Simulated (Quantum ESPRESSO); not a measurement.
# CeO2 (Fm-3m): zone-centre phonons, part 2 of 2

Aim: the zone-centre modes of CeO2 (Fm-3m).

Quantum ESPRESSO 7.5; DFT LDA, scalar-relativistic, plane waves, JTH PAW pseudopotentials.

So far. Step 2 (A probe with smearing): A gap of 2.0 eV opens on this mesh, so the crystal is taken as an insulator; the start stands at -2.2 GPa. Step 4 (Self-consistent run for the response): The cell stands at 0.017 GPa, close enough for phonons. The relaxed cell has a = 5.387 Å (conventional setting).

**5. Zone-centre response**

At q = 0 one unit cell holds all displacements; symmetry groups them into irreducible representations that are solved one by one. The response to a field gives ε∞ and the Born charges, which polar modes need.

File ph.in:

```
phonons
&inputph
   prefix = 'x'
   outdir = './tmp'
   fildyn = 'g.dyn'
   tr2_ph = 1.0d-18
   epsil = .true.
/
0.000000000000 0.000000000000 0.000000000000
```

Started as:

```bash
> OMP_NUM_THREADS=1 mpirun -n 4 ph.x -nk 4 -in ph.in > ph.out
```

The log of the run:

```text
[banners, grids, parts of the stress and lines that vanish by symmetry left out]
[banner, memory and clock lines left out]
Program PHONON v.7.5

     ./tmp/x.save/

     file Ce.upf: wavefunction(s)  6S 0P 5D 0D 0F renormalized
     file O.upf: wavefunction(s)  0S 2P 0P renormalized

     IMPORTANT: XC functional enforced from input :
     Exchange-correlation= PW
                           (   1   4   0   0   0   0   0)
     Any further DFT definition will be discarded
     Please, verify this is what you really want

     G-vector sticks info

     Reading collected, re-writing distributed wavefunctions in ./tmp/

     Number and degeneracy of irreps per q-point
       N         xq(1)         xq(2)         xq(3)   N irreps
       1   0.000000000   0.000000000   0.000000000       3
        3   3   3

     Calculation of q =    0.0000000   0.0000000   0.0000000

     phonons

     bravais-lattice index     =            0
     lattice parameter (alat)  =       7.1983  a.u.
     unit-cell volume          =     263.7430 (a.u.)^3
     number of atoms/cell      =            3
     number of atomic types    =            2
     kinetic-energy cut-off    =      50.0000  Ry
     charge density cut-off    =     250.0000  Ry
     convergence threshold     =      1.0E-18
     beta                      =       0.7000
     number of iterations used =            4
     Exchange-correlation= PW
                           (   1   4   0   0   0   0   0)

     celldm(1)=    7.19833  celldm(2)=    0.00000  celldm(3)=    0.00000
     celldm(4)=    0.00000  celldm(5)=    0.00000  celldm(6)=    0.00000

     crystal axes: (cart. coord. in units of alat)
               a(1) = (  0.0000  0.7071  0.7071 )
               a(2) = (  0.7071  0.0000  0.7071 )
               a(3) = (  0.7071  0.7071  0.0000 )

     reciprocal axes: (cart. coord. in units 2 pi/alat)
               b(1) = ( -0.7071  0.7071  0.7071 )
               b(2) = (  0.7071 -0.7071  0.7071 )
               b(3) = (  0.7071  0.7071 -0.7071 )

     Atoms inside the unit cell:

     Cartesian axes

     site n.  atom      mass           positions (alat units)
        1  Ce    140.1160   tau(    1) = (    0.00000    0.00000    0.00000  )
        2  O      15.9990   tau(    2) = (    0.35355    0.35355    0.35355  )
        3  O      15.9990   tau(    3) = (    1.06066    1.06066    1.06066  )

     Computing dynamical matrix for
                    q = (   0.0000000   0.0000000   0.0000000 )

     49 Sym.Ops. (with q -> -q+G )

     G cutoff =  328.1287  (  17573 G-vectors)     FFT grid: ( 40, 40, 40)
     G cutoff =  262.5030  (  12627 G-vectors)  smooth grid: ( 36, 36, 36)
     number of k points=    29
                       cart. coord. in units 2pi/alat
        k(    1) = (   0.0000000   0.0000000   0.0000000), wk =   0.0039062
        k(    2) = (   0.0883883   0.0883883  -0.0883883), wk =   0.0312500
        k(    3) = (   0.1767767   0.1767767  -0.1767767), wk =   0.0312500
        [... further k-points left out ...]

     PseudoPot. # 1 for Ce read from file:
     ./pseudo/Ce.upf
     Pseudo is Projector augmented-wave + core cor, Zval = 12.0
     Shape of augmentation charge: SINC**2
     Using radial grid of 1102 points,  8 beta functions with:
                l(1) =   0
                l(2) =   0
                l(3) =   1
                l(4) =   1
                l(5) =   2
                l(6) =   2
                l(7) =   3
                l(8) =   3
     Q(r) pseudized with 0 coefficients

     PseudoPot. # 2 for O  read from file:
     ./pseudo/O.upf
     Pseudo is Projector augmented-wave + core cor, Zval =  6.0
     Shape of augmentation charge: SINC**2
     Using radial grid of  943 points,  4 beta functions with:
                l(1) =   0
                l(2) =   0
                l(3) =   1
                l(4) =   1
     Q(r) pseudized with 0 coefficients

     Mode symmetry, O_h (m-3m)  point group:

     Electric field:
     Dielectric constant
     Born effective charges as d Force / d E

     Atomic displacements:
     There are    3 irreducible representations

     Representation     1      3 modes -  To be done

     Representation     2      3 modes -  To be done

     Representation     3      3 modes -  To be done

     Alpha used in Ewald sum =   2.4000

     Electric Fields Calculation

      iter #   1   av.it.:  11.2
      thresh= 1.000E-02 alpha_mix =  0.700 |ddv_scf|^2 =  3.762E-08

      iter #   2   av.it.:  18.1
      thresh= 1.939E-05 alpha_mix =  0.700 |ddv_scf|^2 =  6.383E-10

      iter #   3   av.it.:  18.4
      thresh= 2.526E-06 alpha_mix =  0.700 |ddv_scf|^2 =  3.791E-11

      iter #   4   av.it.:  18.3
      thresh= 6.157E-07 alpha_mix =  0.700 |ddv_scf|^2 =  3.586E-12

      iter #   5   av.it.:  18.1
      thresh= 1.894E-07 alpha_mix =  0.700 |ddv_scf|^2 =  4.557E-14

      iter #   6   av.it.:  17.8
      thresh= 2.135E-08 alpha_mix =  0.700 |ddv_scf|^2 =  1.763E-16

      iter #   7   av.it.:  18.6
      thresh= 1.328E-09 alpha_mix =  0.700 |ddv_scf|^2 =  9.552E-18

      iter #   8   av.it.:  18.6
      thresh= 3.091E-10 alpha_mix =  0.700 |ddv_scf|^2 =  7.015E-20

     End of electric fields calculation

          Dielectric constant in cartesian axis

          (       7.933775803      -0.000000000      -0.000000000 )
          (      -0.000000000       7.933775803       0.000000000 )
          (      -0.000000000      -0.000000000       7.933775803 )

          Effective charges (d Force / dE) in cartesian axis without acoustic sum rule applied (asr)

           atom    1  Ce    Mean Z*:        5.76451
      Ex  (        5.76451       -0.00000        0.00000 )
      Ey  (       -0.00000        5.76451       -0.00000 )
      Ez  (        0.00000       -0.00000        5.76451 )
           atom    2  O     Mean Z*:       -2.88139
      Ex  (       -2.88139        0.00000       -0.00000 )
      Ey  (        0.00000       -2.88139        0.00000 )
      Ez  (       -0.00000        0.00000       -2.88139 )
           atom    3  O     Mean Z*:       -2.88139
      Ex  (       -2.88139        0.00000        0.00000 )
      Ey  (        0.00000       -2.88139       -0.00000 )
      Ez  (        0.00000       -0.00000       -2.88139 )

          Effective charges Sum: Mean:        0.00174
              0.00174        0.00000        0.00000
              0.00000        0.00174        0.00000
             -0.00000       -0.00000        0.00174

          Effective charges (d Force / dE) in cartesian axis with asr applied:
           atom    1  Ce    Mean Z*:        5.76393
      E*x (        5.76393       -0.00000        0.00000 )
      E*y (       -0.00000        5.76393       -0.00000 )
      E*z (        0.00000       -0.00000        5.76393 )
           atom    2  O     Mean Z*:       -2.88196
      E*x (       -2.88196        0.00000       -0.00000 )
      E*y (        0.00000       -2.88196        0.00000 )
      E*z (       -0.00000        0.00000       -2.88196 )
           atom    3  O     Mean Z*:       -2.88196
      E*x (       -2.88196        0.00000        0.00000 )
      E*y (        0.00000       -2.88196       -0.00000 )
      E*z (        0.00000       -0.00000       -2.88196 )

     Representation #   1 modes #   1   2   3

     Self-consistent Calculation

      iter #   1   av.it.:  11.2
      thresh= 1.000E-02 alpha_mix =  0.700 |ddv_scf|^2 =  9.300E-07

      iter #   2   av.it.:  18.1
      thresh= 9.644E-05 alpha_mix =  0.700 |ddv_scf|^2 =  4.126E-08

      iter #   3   av.it.:  18.0
      thresh= 2.031E-05 alpha_mix =  0.700 |ddv_scf|^2 =  2.388E-11

      iter #   4   av.it.:  18.4
      thresh= 4.886E-07 alpha_mix =  0.700 |ddv_scf|^2 =  4.643E-13

      iter #   5   av.it.:  18.3
      thresh= 6.814E-08 alpha_mix =  0.700 |ddv_scf|^2 =  3.466E-15

      iter #   6   av.it.:  18.4
      thresh= 5.887E-09 alpha_mix =  0.700 |ddv_scf|^2 =  8.533E-18

[...]
End of self-consistent calculation

     Convergence has been achieved

     Representation #   2 modes #   4   5   6

     Self-consistent Calculation

[...]
End of self-consistent calculation

     Convergence has been achieved

     Representation #   3 modes #   7   8   9

     Self-consistent Calculation

[...]
iter #   2   av.it.:  18.9
      thresh= 9.090E-05 alpha_mix =  0.700 |ddv_scf|^2 =  1.046E-07

      iter #   3   av.it.:  18.4
      thresh= 3.234E-05 alpha_mix =  0.700 |ddv_scf|^2 =  1.639E-11

      iter #   4   av.it.:  18.6
      thresh= 4.049E-07 alpha_mix =  0.700 |ddv_scf|^2 =  5.307E-13

      iter #   5   av.it.:  18.8
      thresh= 7.285E-08 alpha_mix =  0.700 |ddv_scf|^2 =  1.410E-14

      iter #   6   av.it.:  18.1
      thresh= 1.188E-08 alpha_mix =  0.700 |ddv_scf|^2 =  7.861E-17

      iter #   7   av.it.:  17.9
      thresh= 8.866E-10 alpha_mix =  0.700 |ddv_scf|^2 =  5.316E-18

      iter #   8   av.it.:  18.7
      thresh= 2.306E-10 alpha_mix =  0.700 |ddv_scf|^2 =  2.652E-21

     End of self-consistent calculation

     Convergence has been achieved

     Number of q in the star =    1
     List of q in the star:
          1   0.000000000   0.000000000   0.000000000

          Dielectric constant in cartesian axis

          (       7.933775803      -0.000000000      -0.000000000 )
          (      -0.000000000       7.933775803       0.000000000 )
          (      -0.000000000      -0.000000000       7.933775803 )

          Effective charges (d Force / dE) in cartesian axis without acoustic sum rule applied (asr)

           atom    1  Ce    Mean Z*:        5.76451
      Ex  (        5.76451       -0.00000        0.00000 )
      Ey  (       -0.00000        5.76451       -0.00000 )
      Ez  (        0.00000       -0.00000        5.76451 )
           atom    2  O     Mean Z*:       -2.88139
      Ex  (       -2.88139        0.00000       -0.00000 )
      Ey  (        0.00000       -2.88139        0.00000 )
      Ez  (       -0.00000        0.00000       -2.88139 )
           atom    3  O     Mean Z*:       -2.88139
      Ex  (       -2.88139        0.00000        0.00000 )
      Ey  (        0.00000       -2.88139       -0.00000 )
      Ez  (        0.00000       -0.00000       -2.88139 )

          Effective charges Sum: Mean:        0.00174
              0.00174        0.00000        0.00000
              0.00000        0.00174        0.00000
             -0.00000       -0.00000        0.00174

          Effective charges (d Force / dE) in cartesian axis with asr applied:
           atom    1  Ce    Mean Z*:        5.76393
      E*x (        5.76393       -0.00000        0.00000 )
      E*y (       -0.00000        5.76393       -0.00000 )
      E*z (        0.00000       -0.00000        5.76393 )
           atom    2  O     Mean Z*:       -2.88196
      E*x (       -2.88196        0.00000       -0.00000 )
      E*y (        0.00000       -2.88196        0.00000 )
      E*z (       -0.00000        0.00000       -2.88196 )
           atom    3  O     Mean Z*:       -2.88196
      E*x (       -2.88196        0.00000        0.00000 )
      E*y (        0.00000       -2.88196       -0.00000 )
      E*z (        0.00000       -0.00000       -2.88196 )

     Diagonalizing the dynamical matrix

     q = (    0.000000000   0.000000000   0.000000000 )

 **************************************************************************
     freq (    1) =      -0.020036 [THz] =      -0.668319 [cm-1]
     freq (    2) =      -0.020036 [THz] =      -0.668319 [cm-1]
     freq (    3) =      -0.020036 [THz] =      -0.668319 [cm-1]
     freq (    4) =       9.001209 [THz] =     300.247999 [cm-1]
     freq (    5) =       9.001209 [THz] =     300.247999 [cm-1]
     freq (    6) =       9.001209 [THz] =     300.247999 [cm-1]
     freq (    7) =      13.335439 [THz] =     444.822373 [cm-1]
     freq (    8) =      13.335439 [THz] =     444.822373 [cm-1]
     freq (    9) =      13.335439 [THz] =     444.822373 [cm-1]
 **************************************************************************

     Mode symmetry, O_h (m-3m)  point group:

     freq (   1-   3) =         -0.7  [cm-1]   --> T_1u G_15  G_4- I
     freq (   4-   6) =        300.2  [cm-1]   --> T_1u G_15  G_4- I
     freq (   7-   9) =        444.8  [cm-1]   --> T_2g G_25' G_5+ R
```

The job ended after 3.6 min (4 MPI ranks of Arm Neoverse V2, shared host; 14 min of CPU time).

Read from the output:

* miss of the charge sum rule: 0.001730 e
* largest acoustic frequency at the zone centre before the sum rule: -0.67 cm⁻¹
* highest optical zone-centre mode (no LO-TO term): 444.8 cm⁻¹
* lowest optical zone-centre mode: 300.2 cm⁻¹
* mean high-frequency dielectric constant: 7.934
* largest Born charge in size (third of the trace): 5.764 e

Born charge (rows field, columns displacement), before the sum rule (e), principal values of the symmetric part by kind of site:

| atom | atoms with these values | low | middle | high | mean |
| --- | --- | --- | --- | --- | --- |
| Ce1 | 1 | 5.76 | 5.76 | 5.76 | 5.76 |
| O2 | 2 | -2.88 | -2.88 | -2.88 | -2.88 |

In full for O2:

```
-2.88  0.00  0.00
 0.00 -2.88  0.00
 0.00  0.00 -2.88
```

High-frequency dielectric tensor:

```
7.93 0.00 0.00
0.00 7.93 0.00
0.00 0.00 7.93
```

The acoustic modes at Γ come out as far as 0.7 cm⁻¹ from zero, where they should vanish, a small numerical error; the Born charges miss their sum rule by 0.0017 e, which is good.

**6. Modes with the sum rule**

A rigid shift of the crystal must cost nothing, but grids and finite bases break this; the acoustic sum rule is imposed before the matrix is diagonalised again. With Born charges the intensities follow, and the static dielectric tensor.

File dynmat.in:

```
&input
   fildyn = 'g.dyn'
   asr = 'simple'
   fileig = 'dynmat.eig'
   lperm = .true.
/
```

Started as:

```bash
> dynmat.x -in dynmat.in > dynmat.out
```

The log of the run:

```text
[banner, memory and clock lines left out]
Program DYNMAT v.7.5

     Reading Dynamical Matrix from file g.dyn
     ...Force constants read
     ...epsilon and Z* read
     A direction for q was not specified:TO-LO splitting will be absent

     Polarizability (A^3 units)
     multiply by 0.302000 for Clausius-Mossotti correction
        21.564742   -0.000000   -0.000000
        -0.000000   21.564742   -0.000000
        -0.000000    0.000000   21.564742

     IR activities are in (D/A)^2/amu units

# mode   [cm-1]    [THz]      IR
    1      0.00    0.0000    0.0000
    2      0.00    0.0000    0.0000
    3      0.00    0.0000    0.0000
    4    300.25    9.0013   29.4246
    5    300.25    9.0013   29.4246
    6    300.25    9.0013   29.4246
    7    444.83   13.3355    0.0000
    8    444.83   13.3355    0.0000
    9    444.83   13.3355    0.0000

Electronic dielectric permittivity tensor (relative, adimensional)
         7.933776   -0.000000   -0.000000
        -0.000000    7.933776   -0.000000
        -0.000000    0.000000    7.933776

 ... with zone-center polar mode contributions
        25.745607   -0.000000   -0.000000
        -0.000000   25.745607   -0.000000
        -0.000000   -0.000000   25.745607

[end of the log left out, with the tail of the file of modes that dynmat.x writes under the same name]
```

The job ended after 0.47 s (1 thread).

This step gave:

| Item | Value |
| --- | --- |
| mean static dielectric constant | 25.75 |

Unit eigenvectors of the mass-weighted matrix after the sum rule; no LO-TO term. The modes at Γ (shares of kinetic energy by element, %):

| mode | frequency (cm⁻¹) | symmetry | Ce % | O % |
| --- | --- | --- | --- | --- |
| 1 | 0.0 | acoustic | 81 | 19 |
| 2 | 0.0 | acoustic | 81 | 19 |
| 3 | 0.0 | acoustic | 81 | 19 |
| 4 | 300.2 | T1u | 19 | 81 |
| 5 | 300.2 | T1u | 19 | 81 |
| 6 | 300.2 | T1u | 19 | 81 |
| 7 | 444.8 | T2g | 0 | 100 |
| 8 | 444.8 | T2g | 0 | 100 |
| 9 | 444.8 | T2g | 0 | 100 |

Displacements in mode 4 (300.2 cm⁻¹), the largest set to 1:
```
Ce1  0.03  0.07 -0.23
O2  -0.15 -0.29  1.00
O3  -0.15 -0.29  1.00
```

Displacements in mode 8 (444.8 cm⁻¹), the largest set to 1:
```
Ce1  0.00  0.00  0.00
O2   0.00  0.00  1.00
O3   0.00  0.00 -1.00
```

Degenerate modes summed, no LO-TO term. Infrared lines, with heights relative to the strongest:

| position (cm⁻¹) | lines merged | label | IR intensity, relative |
| --- | --- | --- | --- |
| 300 | 3 | T1u | 100 |
| 445 | 3 | T2g | 0.0 |

Static dielectric tensor (ions relaxed, fixed cell):

```
25.75  0.00  0.00
 0.00 25.75  0.00
 0.00  0.00 25.75
```

The rule moves no optical mode by more than 0.1 cm⁻¹.

**7. Modes along a direction of q (1 0 0)**

A longitudinal polar mode sets up a macroscopic field that stiffens it; the term hangs on the direction from which q goes to zero.

File dynmat.in:

```
&input
   fildyn = 'g.dyn'
   asr = 'simple'
   fileig = 'dynmat.eig'
   q(1) = 1.0
   q(2) = 0.0
   q(3) = 0.0
/
```

Started as:

```bash
> dynmat.x -in dynmat.in > dynmat.out
```

The log of the run:

```text
[banner, memory and clock lines left out]
Program DYNMAT v.7.5

     Reading Dynamical Matrix from file g.dyn
     ...Force constants read
     ...epsilon and Z* read

     Polarizability (A^3 units)
     multiply by 0.302000 for Clausius-Mossotti correction
        21.564742   -0.000000   -0.000000
        -0.000000   21.564742   -0.000000
        -0.000000    0.000000   21.564742

     IR activities are in (D/A)^2/amu units

# mode   [cm-1]    [THz]      IR
    1     -0.00   -0.0000    0.0000
    2      0.00    0.0000    0.0000
    3      0.00    0.0000    0.0000
    4    300.25    9.0013   29.4246
    5    300.25    9.0013   29.4246
    6    444.83   13.3355    0.0000
    7    444.83   13.3355    0.0000
    8    444.83   13.3355    0.0000
    9    540.88   16.2150   29.4246

[end of the log left out, with the tail of the file of modes that dynmat.x writes under the same name]
```

Elapsed: 0.47 s, on 1 thread.

This step gave:

* highest mode moved by the LO-TO term: 540.9 cm⁻¹

Zone-centre frequencies as printed; negative means imaginary. Modes:

| mode | frequency (cm⁻¹) |
| --- | --- |
| 1 | 0 |
| 2 | 0 |
| 3 | 0 |
| 4 | 300.2 |
| 5 | 300.2 |
| 6 | 444.8 |
| 7 | 444.8 |
| 8 | 444.8 |
| 9 | 540.9 |

The field moves one mode, from 300 to 541 cm⁻¹; the others stay.

**8. Results**

```yaml
space_group_after_relaxation: Fm-3m
volume_per_atom: 13.0 Å³
gap_on_the_k_mesh: 1.94 eV
highest_optical_zone_centre_mode_no_lo_to_term: 444.8 cm⁻¹
lowest_optical_zone_centre_mode: 300.2 cm⁻¹
highest_mode_moved_by_the_lo_to_term: 540.9 cm⁻¹
mean_high_frequency_dielectric_constant: 7.93
largest_born_charge_in_size_third_of_the_trace: 5.76 e
mean_static_dielectric_constant: 25.7
imaginary_optical_modes_at_the_zone_centre_no_q_mesh_in_this_session: none
```

At the LDA level the optical modes of CeO2 (Fm-3m) at the zone centre (no LO-TO term) run from 300 to 445 cm⁻¹. Along the directions run, the highest mode that the macroscopic field moves lies at 541 cm⁻¹. Lattice motion raises the mean dielectric constant from 7.934 to 25.75. Of the 6 optical modes, 3 are infrared active alone and 3 are Raman active alone; inversion symmetry keeps the two sets apart. Left out of this account: PBE with JTH PAW, since it is gradient-corrected and no frozen-mode check or second program bears its response out. What is said of the levels holds for those shown. These are harmonic frequencies at zero temperature: anharmonic shifts and linewidths and thermal expansion are left out. Spin-orbit coupling is left out, which can matter for the heavy elements here.

Computed beside measured:

| quantity | measured | LDA JTH, Quantum ESPRESSO |
| --- | --- | --- |
| lattice constant a (Å) | 5.41168 | 5.387 (-0.5 %) |
| Raman mode, F2g (cm⁻¹) | 465 | 445 (-4.3 %) |

Measured values from pmc:5294393 (2017) and arxiv:1205.3334 (2012).

Verdict: The lattice constant a is off by -0.5 %: good agreement. The Raman mode is off by -4.3 %: fair agreement. The grades are ours: good and fair within 0.7 and 1.5 % for the lattice constant a and 3 and 7 % for the Raman mode. For lattice constants and Raman mode the calculation has a static lattice, without zero-point motion or thermal expansion (measured at up to 300 K).

[Host names and launcher messages were left out of these logs when they were recorded.]

[Logs are printed without paths, hosts, clocks, repeated set-up lines and the standing remarks that a program may print on its own settings, such as how far it seeks lower states.]

[Hosts, paths, dates, database ids (printed as entryN), source tags and the programs' standing remarks are cut or masked in the printed files.]
